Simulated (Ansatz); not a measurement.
# Sc2NO2 monolayer: from the cell to its phonons

Task: relax Sc2NO2 monolayer, then find its harmonic phonons.

Method: DFT PBEsol, scalar-relativistic, plane waves, PAW; PAW set soft_1, in Ansatz 0.2.0.

### Step 1. The structure

The cell holds 5 atoms: 1 N, 2 Sc and 2 O. Its edges and angles: a = 3.350 Å, b = 3.350 Å, c = 20.000 Å, α = 90.0°, β = 90.0°, γ = 120.0°. Vacuum lies along c.

Coordinates:

```
N Sc O
1.0
     3.35000    0.00000    0.00000
    -1.67500    2.90119    0.00000
     0.00000    0.00000   20.00000
N Sc O
1 2 2
Direct
  0.00000 0.00000 0.50000
  0.33333 0.66667 0.56000
  0.66667 0.33333 0.44000
  0.66667 0.33333 0.61000
  0.33333 0.66667 0.39000
```

### Step 2. Coarse relaxation

The start is far from rest, so a relaxation with loose tolerances brings it close first.

The program solves this slab on a cell height of its own, 32.6 Å, in place of the one typed.

File input.yaml:

```yaml
crystal:
  lattice:
    - [3.35, 0.0, 0.0]
    - [-1.675, 2.90119, 0.0]
    - [0.0, 0.0, 20.0]
  atoms:
    - { symbol: "N", position: [0.0, 0.0, 0.5] }
    - { symbol: Sc, position: [0.333333, 0.666667, 0.56] }
    - { symbol: Sc, position: [0.666667, 0.333333, 0.44] }
    - { symbol: O, position: [0.666667, 0.333333, 0.61] }
    - { symbol: O, position: [0.333333, 0.666667, 0.39] }
  periodic: [true, true, false]
kpoints:
  mp_grid: { grid: [9, 9, 1] }
hamiltonian:
  xc: pbesol
  pseudopotentials: { kind: paw, azcp: { folder: soft_1 }, xc_functional: pbe }
scf:
  occupations: { method: gaussian, width: 0.1 }
output:
  forces: true
  stress: true
  eigenvalues: true
relax:
  adjacent_minimum: "off"
  f_tol: 0.05
  max_steps: 80
  cell: { stress_2d_tol: 0.02 }
```

Run with:

```bash
$ ansatz run input.yaml --threads 4 --pin off --max-ram 16384MiB --backend cpu --events-out ev --progress --plain --runs-dir out
```

Numbers of over 12 decimals in the logs are rounded to 6 here.

What it wrote:

```text
[...]
cell:  # Å, volume = 291.4842 Å³
    - [3.213168, 0, 0]
    - [-1.606584, 2.782685, 0]
    - [0, 0, 32.6]
  atoms:
    - { symbol: N, position: [0, 0, 0.306748] }
    - { symbol: Sc, position: [0.333333, 0.666667, 0.349683] }
    - { symbol: Sc, position: [0.666667, 0.333333, 0.263814] }
    - { symbol: O, position: [0.666667, 0.333333, 0.373624] }
    - { symbol: O, position: [0.333333, 0.666667, 0.239873] }
[key lines of the parts left out:]
SCF converged after 7 iterations
Free energy (F): -5729.989282 eV
Fermi energy:    -7.322522 eV
P = ½ c Tr σ = -0.0054 N/m
```

Elapsed: 23 s, on 4 threads of Arm Neoverse V1, shared host; peak memory 0.67 GiB.

Relaxation path:

```csv
step,energy less that of the first step (eV),largest force component (eV/Å),volume (Å³)
1,0.0000,3.4944,316.84
2,-1.0276,0.5128,299.97
3,-1.0785,0.2618,292.14
4,-1.0851,0.0023,290.76
5,-1.0851,0.0021,291.95
6,-1.0851,0.0003,291.86
7*,-1.0794,0.0006,291.86
8,-1.0796,0.0003,291.48
9*,-1.0794,0.0003,291.48
```

Relaxation steps marked * repeat the geometry before them on a plane-wave basis chosen anew for their cell, so energy and pressure can jump there.

Forces are held to the 12 operations that the run works with; a distortion that breaks them can't arise in this run.

```csv
cell as run,before,after,change
a (Å),3.350,3.213,-4.1 %
b (Å),3.350,3.213,-4.1 %
```

The atoms that moved most (Å, along periodic axes as changes of fractional coordinates times the final cell, across vacuum about the mean position):

```
atom     dx     dy      dz  length
 Sc2  0.000  0.000   0.200   0.200
 Sc3  0.000  0.000  -0.200   0.200
  O4  0.000  0.000  -0.020   0.020
  O5  0.000  0.000   0.020   0.020
```

Final coordinates:

```cif
data_structure
_symmetry_space_group_name_H-M 'P 1'
_symmetry_Int_Tables_number 1
_cell_length_a 3.2132
_cell_length_b 3.2132
_cell_length_c 32.6000
_cell_angle_alpha 90.000
_cell_angle_beta 90.000
_cell_angle_gamma 120.000
_cell_volume 291.48
loop_
_atom_site_label
_atom_site_type_symbol
_atom_site_fract_x
_atom_site_fract_y
_atom_site_fract_z
_atom_site_occupancy
N1 N 0.00000 0.00000 0.30675 1
Sc2 Sc 0.33333 0.66667 0.34968 1
Sc3 Sc 0.66667 0.33333 0.26381 1
O4 O 0.66667 0.33333 0.37362 1
O5 O 0.33333 0.66667 0.23987 1
```

Numbers from this step:

```yaml
gap_on_the_k_mesh: 0 eV
area_per_atom: 1.788 Å²
```

The relaxation ends with a largest force component of 3.2e-4 eV/Å.

### Step 3. Bringing the structure to rest

The cell and atoms are relaxed, since residual forces and stress would shift the frequencies.

input.yaml, the sections that differ from step 2:

```yaml
crystal:
  lattice:
    - [3.2131677699, 0.0, 0.0]
    - [-1.6065838849, 2.7826849153, 0.0]
    - [0.0, 0.0, 32.6]
  atoms:
    - { symbol: "N", position: [0.0, 0.0, 0.3067484663] }
    - { symbol: Sc, position: [0.3333333333, 0.6666666667, 0.3496825843] }
    - { symbol: Sc, position: [0.6666666667, 0.3333333333, 0.2638143482] }
    - { symbol: O, position: [0.6666666667, 0.3333333333, 0.3736241735] }
    - { symbol: O, position: [0.3333333333, 0.6666666667, 0.239872759] }
  periodic: [true, true, false]
kpoints:
  mp_grid: { grid: [12, 12, 1] }
relax:
  adjacent_minimum: "off"
  f_tol: 0.005
  max_steps: 80
  cell: { stress_2d_tol: 0.02 }
# hamiltonian, scf, output: as in step 2
```

What it wrote:

```text
[...]
Crystal: 5 atoms, lattice volume = 291.484 Å³
Basis set: ecut = 420 eV, 5785 PW (Γ), exchange–correlation on 48×48×450 points (8 copies of the dense FFT grid, shifted against one another)
Bands: 25, of which v1, the nominal top of the filled ones, is band 20 counted from 1 (19 counted from 0)
Symmetry: 12 space group operations
[...]
k-points: 19 of 144
[...]
cell:  # Å, volume = 291.6633 Å³
    - [3.214155, -2.887633756949407e-11, 0]
    - [-1.607077, 2.783540, 0]
    - [0, 0, 32.6]
  atoms:
    - { symbol: N, position: [0, 0, 0.306748] }
    - { symbol: Sc, position: [0.333333, 0.666667, 0.349529] }
    - { symbol: Sc, position: [0.666667, 0.333333, 0.263968] }
    - { symbol: O, position: [0.666667, 0.333333, 0.373500] }
    - { symbol: O, position: [0.333333, 0.666667, 0.239997] }
[key lines of the parts left out:]
SCF converged after 7 iterations
Free energy (F): -5730.000071 eV
Fermi energy:    -7.336505 eV
P = ½ c Tr σ = 0.0077 N/m
```

Run time: 14 s. Hardware: 4 threads; peak memory 0.67 GiB.

Relaxation path:

```csv
step,energy less that of the first step (eV),largest force component (eV/Å),volume (Å³)
1,0.0000,0.0496,291.48
2,-0.0001,0.0195,291.76
3,-0.0002,0.0044,291.66
4*,-0.0002,0.0045,291.66
```

Relaxation steps marked * repeat the geometry before them on a plane-wave basis chosen anew for their cell, so energy and pressure can jump there.

The run keeps the 12 symmetry operations that it works with, so distortions that break them were not tested.

| cell as run | before | after | change |
| --- | --- | --- | --- |
| a (Å) | 3.213 | 3.214 | +0.0 % |
| b (Å) | 3.213 | 3.214 | +0.0 % |

The relaxed structure:

```xyz
5
Lattice="3.2142 0.0000 0.0000 -1.6071 2.7835 0.0000 0.0000 0.0000 32.6000" Properties=species:S:1:pos:R:3
N     0.0000    0.0000   10.0000
Sc    0.0000    1.8557   11.3946
Sc    1.6071    0.9278    8.6054
O     1.6071    0.9278   12.1761
O     0.0000    1.8557    7.8239
```

This step gave:

| Item | Value |
| --- | --- |
| area per atom | 1.789 Å² |

The cell grew by 0.0 % in its periodic edges. From the first step to the last the energy fell by 0.000 eV, across changes of basis, and the largest move was 0.005 Å (Sc3 and 1 other atom alike).

### Step 4. Relaxing to small forces for the phonons

Phonons need a cell at rest on their own settings, so the relaxation is repeated with tight tolerances on forces and stress on the k mesh and occupations of the first response run.

File input.yaml:

```yaml
crystal:
  lattice:
    - [3.2141546629, 0.0, 0.0]
    - [-1.6070773314, 2.7835395898, 0.0]
    - [0.0, 0.0, 32.6]
  atoms:
    - { symbol: "N", position: [0.0, 0.0, 0.3067484663] }
    - { symbol: Sc, position: [0.3333333333, 0.6666666667, 0.3495285919] }
    - { symbol: Sc, position: [0.6666666667, 0.3333333333, 0.2639683406] }
    - { symbol: O, position: [0.6666666667, 0.3333333333, 0.3735000768] }
    - { symbol: O, position: [0.3333333333, 0.6666666667, 0.2399968557] }
  periodic: [true, true, false]
kpoints:
  mp_grid: { grid: [12, 12, 1] }
hamiltonian:
  xc: pbesol
  pseudopotentials: { kind: paw, azcp: { folder: soft_1 }, xc_functional: pbe }
scf:
  occupations: { method: methfessel_paxton, width: 0.2 }
output:
  forces: true
  stress: true
  eigenvalues: true
  write_density: true
  write_potential: true
  elf: true
  volumetric_format: npy
relax:
  adjacent_minimum: "off"
  f_tol: 0.001
  max_steps: 60
  cell: { stress_2d_tol: 0.002 }
```

What it wrote:

```text
[...]
Crystal: 5 atoms, lattice volume = 291.663 Å³
Basis set: ecut = 420 eV, 5809 PW (Γ), exchange–correlation on 48×48×450 points (8 copies of the dense FFT grid, shifted against one another)
Bands: 25, of which v1, the nominal top of the filled ones, is band 20 counted from 1 (19 counted from 0)
Symmetry: 12 space group operations
[...]
k-points: 19 of 144
[...]
cell:  # Å, volume = 291.5387 Å³
    - [3.213468, -2.886137643586622e-11, 0]
    - [-1.606734, 2.782945, 0]
    - [0, 0, 32.6]
  atoms:
    - { symbol: N, position: [0, 0, 0.306748] }
    - { symbol: Sc, position: [0.333333, 0.666667, 0.349575] }
    - { symbol: Sc, position: [0.666667, 0.333333, 0.263922] }
    - { symbol: O, position: [0.666667, 0.333333, 0.373553] }
    - { symbol: O, position: [0.333333, 0.666667, 0.239944] }
[key lines of the parts left out:]
SCF converged after 12 iterations
Free energy (F): -5729.994026 eV
Fermi energy:    -7.340771 eV
P = ½ c Tr σ = -0.0009 N/m
```

Run time: 25 s. Hardware: 4 threads; peak memory 0.69 GiB.

Little changed from the start: no atom moved by 0.005 Å and no cell edge by 0.1 %.

Valence density in the ac plane at fractional y = 0.333, with atoms of Sc and O within 0.2 Å of it. It is the smooth field of the valence electrons, not physical close to the nuclei.

Ten steps, logarithmic in the rise over the least value, from '0' (0.0 e/Å³) to '9' (6.0 e/Å³), each cell a mean:
```
00000000000000000
00000000000000000
00000000000000000
00000000000000000
00000000000000000
00000000000000000
00000000000000000
00000000000000000
00000000000000000
00000000000000000
00000000000000000
00000000000000000
00000000000000000
00000000000000000
21111123567887643
33444334567877644
34444333222222223
33333335789999864
23333322234444322
00000000000000000
00000000000000000
00000000000000000
00000000000000000
00000000000000000
```
Columns run along a (3.2 Å), rows up along c (32.6 Å). Atoms in or near the plane, at fractional coordinates: Sc at (0.67, 0.26), O at (0.67, 0.37).

ELF in the ac plane at fractional y = 0.333, with atoms of Sc and O within 0.2 Å of it. It is the smooth field of the valence electrons, not physical close to the nuclei.

Values, 24 rows by 14 columns, each cell a mean:
```
0.00 0.00 0.00 0.00 0.00 0.00 0.00 0.00 0.00 0.00 0.00 0.00 0.00 0.00
0.00 0.00 0.00 0.00 0.00 0.00 0.00 0.00 0.00 0.00 0.00 0.00 0.00 0.00
0.00 0.00 0.00 0.00 0.00 0.00 0.00 0.00 0.00 0.00 0.00 0.00 0.00 0.00
0.00 0.00 0.00 0.00 0.00 0.00 0.00 0.00 0.00 0.00 0.00 0.00 0.00 0.00
0.00 0.00 0.00 0.00 0.00 0.00 0.00 0.00 0.00 0.00 0.00 0.00 0.00 0.00
0.00 0.00 0.00 0.00 0.00 0.00 0.00 0.00 0.00 0.00 0.00 0.00 0.00 0.00
0.00 0.00 0.00 0.00 0.00 0.00 0.00 0.00 0.00 0.00 0.00 0.00 0.00 0.00
0.00 0.00 0.00 0.00 0.00 0.00 0.00 0.00 0.00 0.00 0.00 0.00 0.00 0.00
0.00 0.00 0.00 0.00 0.00 0.00 0.00 0.00 0.00 0.00 0.00 0.00 0.00 0.00
0.00 0.00 0.00 0.00 0.00 0.00 0.00 0.00 0.00 0.00 0.00 0.00 0.00 0.00
0.00 0.00 0.00 0.00 0.00 0.00 0.00 0.00 0.00 0.00 0.00 0.00 0.00 0.00
0.00 0.00 0.00 0.00 0.00 0.00 0.00 0.00 0.00 0.00 0.00 0.00 0.00 0.00
0.00 0.00 0.00 0.00 0.00 0.00 0.00 0.00 0.00 0.00 0.00 0.00 0.00 0.00
0.02 0.01 0.00 0.00 0.01 0.03 0.06 0.09 0.11 0.12 0.11 0.10 0.08 0.05
0.29 0.09 0.03 0.04 0.18 0.45 0.63 0.71 0.70 0.65 0.67 0.71 0.68 0.57
0.12 0.13 0.18 0.17 0.13 0.19 0.36 0.51 0.56 0.54 0.55 0.55 0.45 0.27
0.45 0.54 0.57 0.56 0.50 0.36 0.22 0.13 0.11 0.10 0.11 0.12 0.17 0.29
0.12 0.23 0.31 0.28 0.17 0.16 0.39 0.59 0.53 0.40 0.45 0.58 0.52 0.25
0.37 0.52 0.57 0.55 0.45 0.26 0.13 0.12 0.17 0.20 0.19 0.15 0.11 0.16
0.04 0.05 0.06 0.06 0.05 0.03 0.02 0.01 0.00 0.00 0.00 0.00 0.01 0.02
0.00 0.00 0.00 0.00 0.00 0.00 0.00 0.00 0.00 0.00 0.00 0.00 0.00 0.00
0.00 0.00 0.00 0.00 0.00 0.00 0.00 0.00 0.00 0.00 0.00 0.00 0.00 0.00
0.00 0.00 0.00 0.00 0.00 0.00 0.00 0.00 0.00 0.00 0.00 0.00 0.00 0.00
0.00 0.00 0.00 0.00 0.00 0.00 0.00 0.00 0.00 0.00 0.00 0.00 0.00 0.00
```
Columns run along a (3.2 Å), rows up along c (32.6 Å). Atoms in or near the plane, at fractional coordinates: Sc at (0.67, 0.26), O at (0.67, 0.37).

Electrostatic potential energy in the ac plane at fractional y = 0.333, with atoms of Sc and O within 0.2 Å of it. With pseudopotentials it is smooth inside the atoms' cores, unlike the true potential.

Ten even steps from '0' (-28 eV) to '9' (0 eV), each cell a mean:
```
99999999999999999
99999999999999999
99999999999999999
99999999999999999
99999999999999999
99999999999999999
99999999999999999
99999999999999999
99999999999999999
99999999999999999
99999999999999999
99999999999999999
99999999999999999
99999999999999999
99888999754444589
65444567654444567
87777888777777778
67888752000000003
89999988765555678
99999999999999999
99999999999999999
99999999999999999
99999999999999999
99999999999999999
```
Columns run along a (3.2 Å; values clipped at the 3rd and 97th percentile), rows up along c (32.6 Å). Atoms in or near the plane, at fractional coordinates: Sc at (0.67, 0.26), O at (0.67, 0.37).

The largest force component left is 0.090 meV/Å, within the tolerances set.

### Step 5. Zone-centre response

The zone centre comes first: it holds the modes that light can see, as far as symmetry allows. No field response is asked, since the mesh shows no gap.

input.yaml, the sections that differ from step 4:

```yaml
crystal:
  lattice:
    - [3.2134681913, 0.0, 0.0]
    - [-1.6067340956, 2.7829450879, 0.0]
    - [0.0, 0.0, 32.6]
  atoms:
    - { symbol: "N", position: [0.0, 0.0, 0.3067484663] }
    - { symbol: Sc, position: [0.3333333333, 0.6666666667, 0.3495749611] }
    - { symbol: Sc, position: [0.6666666667, 0.3333333333, 0.2639219714] }
    - { symbol: O, position: [0.6666666667, 0.3333333333, 0.3735527532] }
    - { symbol: O, position: [0.3333333333, 0.6666666667, 0.2399441793] }
  periodic: [true, true, false]
output:
  eigenvalues: true
phonons:
  method: dfpt
# kpoints, hamiltonian, scf: as in step 4
# relax: removed
```

What it wrote:

```text
Warning: crystal.symmetry: narrowed to the stabiliser of the run's FFT grids — unitary ops 12 → 6. A phonons.method: dfpt run fills in the rows of the dynamical matrix that it does not solve by its symmetry operations, which is exact only for operations that map its FFT grids onto themselves: filled in by any other, the frequencies could depend on the order in which like atoms are typed, or, by more than the grids' own error, on where the crystal sits among the grids' points. Excluded: 6 operations. The run can therefore solve more perturbations, solve them on more k-points, or both, and cost more. [rest of the remark cut]
[...]
Crystal: 5 atoms, lattice volume = 291.539 Å³
Basis set: ecut = 420 eV, 5785 PW (Γ), exchange–correlation on 48×48×450 points (8 copies of the dense FFT grid, shifted against one another)
Bands: 25, of which v1, the nominal top of the filled ones, is band 20 counted from 1 (19 counted from 0)
Symmetry: 12 space group operations
k-points: 43 of 144 (irreducible under 2 space group operations, time reversal used)
[...]
SCF iter   1: F=—  HF=-5734.507883 eV  |F-HF|=—  |Δ(HF+E_count)|=         —  Δρ=7.10e-2  dr2=1.67e1  ethr=3.10e-3  ⟨swp⟩=9.7  Hψ=7331  notcnv=0
[...]
SCF iter  12: F=-5729.994026 eV  HF=-5729.994026 eV  |F-HF|=1.46e-10  |Δ(HF+E_count)|=   2.03e-9  S|Δr|=    0.00e0  Δρ=6.59e-8  dr2=8.56e-12  ethr=1.00e-12  ⟨swp⟩=22.1  Hψ=10804  notcnv=0
SCF 1 converged in 12 iterations: F = -5729.994026 eV  dr2 = 8.56e-12
[...]
DFPT response loops at Γ: preconditioner auto → none (partly filled bands, converged f_vac=0.774); β = 0.50; Broyden in place of MSR1
SCF converged after 12 iterations
[...]
Free energy (F): -5729.994026 eV
[...]
Internal energy: -5729.996451 eV  (E = F + TS)
E sigma→0 (E₀):  -5729.994632 eV
Entropy (-TS):   0.002425 eV (0.485 meV/atom)
Fermi energy:    -7.340770 eV
Step filling:    the computed levels leave a gap of 0.0000 eV = 0.0 smearing widths at the electron count; against every level under it full and every level over it empty, smearing changes F+E_penalty+E_count by -0.907 meV and its σ→0 estimate by -1.514 meV
[...]
--- Band table (eV; the first three rows and the last of 43) ---
  k-point 0: bands = [... 16 lower, -9.2977, -7.3863, -6.7125, -6.7125, -2.6964, -2.6964, -2.5253, -1.8329, ... 1 higher]
  k-point 1: bands = [... 16 lower, -9.2209, -7.2709, -7.0415, -6.8374, -2.7453, -2.5356, -2.5276, -1.8443, ... 1 higher]
  k-point 2: bands = [... 16 lower, -9.0768, -7.7561, -7.1292, -7.1022, -2.9796, -2.3102, -2.1806, -1.8076, ... 1 higher]
  k-point 42: bands = [... 16 lower, -8.9484, -8.0748, -7.9296, -7.9044, -2.8164, -2.0448, -1.7625, -1.7348, ... 1 higher]
--- Phonons (Γ-DFPT): 10 representative perturbations + reference, on 43 of 144 k-points (Σ response iterations 61) ---
  ASR residual: 6.807e-5 → 0.000e0 eV/Å²; symmetrization residual: 1.814e-5 eV/Å²
  The last average, over the group as it would stand without the narrowing to the FFT grids, took up to 8.059e-6 eV/Å² of the zone centre's force constants
  ASR residual per site (eV/Å²): 3.40e-5 6.81e-5 6.55e-5 4.28e-6 1.35e-5
  Γ frequencies (cm⁻¹): 0.00 0.00 0.00 125.23 125.23 205.39 358.48 358.48 410.49 456.31 456.31 479.47 485.56 485.56 526.57
  non-analytic LO–TO correction: not included (Born effective charges unavailable; polar crystals: no LO–TO splitting at Γ)
```

It took 2.4 min on 4 threads; peak memory 1.5 GiB; 9 min of CPU time.

This step gave:

| Quantity | Value |
| --- | --- |
| sum-rule residual before enforcement | 6.81e-5 eV/Å² |
| point group | -3m |
| highest optical mode at the zone centre (no LO-TO term) | 526.6 cm⁻¹ |
| lowest optical zone-centre mode | 125.2 cm⁻¹ |

Patterns of degenerate modes are one choice out of their space. Modes at Γ, with each element's share of the kinetic energy:

| mode | frequency (cm⁻¹) | symmetry | N % | Sc % | O % |
| --- | --- | --- | --- | --- | --- |
| 1 | 0.0 | acoustic | 10 | 66 | 24 |
| 2 | 0.0 | acoustic | 10 | 66 | 24 |
| 3 | 0.0 | acoustic | 10 | 66 | 24 |
| 4 | 125.2 | Eg | 0 | 75 | 25 |
| 5 | 125.2 | Eg | 0 | 75 | 25 |
| 6 | 205.4 | A1g | 0 | 73 | 27 |
| 7 | 358.5 | Eu | 89 | 10 | 1 |
| 8 | 358.5 | Eu | 89 | 10 | 1 |
| 9 | 410.5 | A2u | 33 | 33 | 34 |
| 10 | 456.3 | Eg | 0 | 25 | 75 |
| 11 | 456.3 | Eg | 0 | 25 | 75 |
| 12 | 479.5 | A1g | 0 | 27 | 73 |
| 13 | 485.6 | Eu | 1 | 24 | 76 |
| 14 | 485.6 | Eu | 1 | 24 | 76 |
| 15 | 526.6 | A2u | 56 | 1 | 43 |

Displacements in mode 5 (125.2 cm⁻¹), the largest set to 1:
```
N1   0.00  0.00  0.00
Sc2  1.00 -0.04  0.00
Sc3 -1.00  0.04  0.00
O4   0.97 -0.04  0.00
O5  -0.97  0.04  0.00
```

Displacements in mode 11 (456.3 cm⁻¹), the largest set to 1:
```
N1   0.00  0.00  0.00
Sc2  0.35 -0.05  0.00
Sc3 -0.35  0.05  0.00
O4  -1.00  0.15  0.00
O5   1.00 -0.15  0.00
```

Before it was imposed, the acoustic sum rule was missed by 6.8e-5 eV/Å². Small misses are needed for a sound result but don't prove that mesh and cutoff are converged. The lowest optical mode is real, 125 cm⁻¹.

(Continued in part 2 of 2.)

[Logs are printed without paths, hosts, clocks, repeated set-up lines and the standing remarks that a program may print on its own settings, such as how far it seeks lower states.]

[Hosts, paths, dates, database ids (printed as entryN), source tags and the programs' standing remarks are cut or masked in the printed files.]
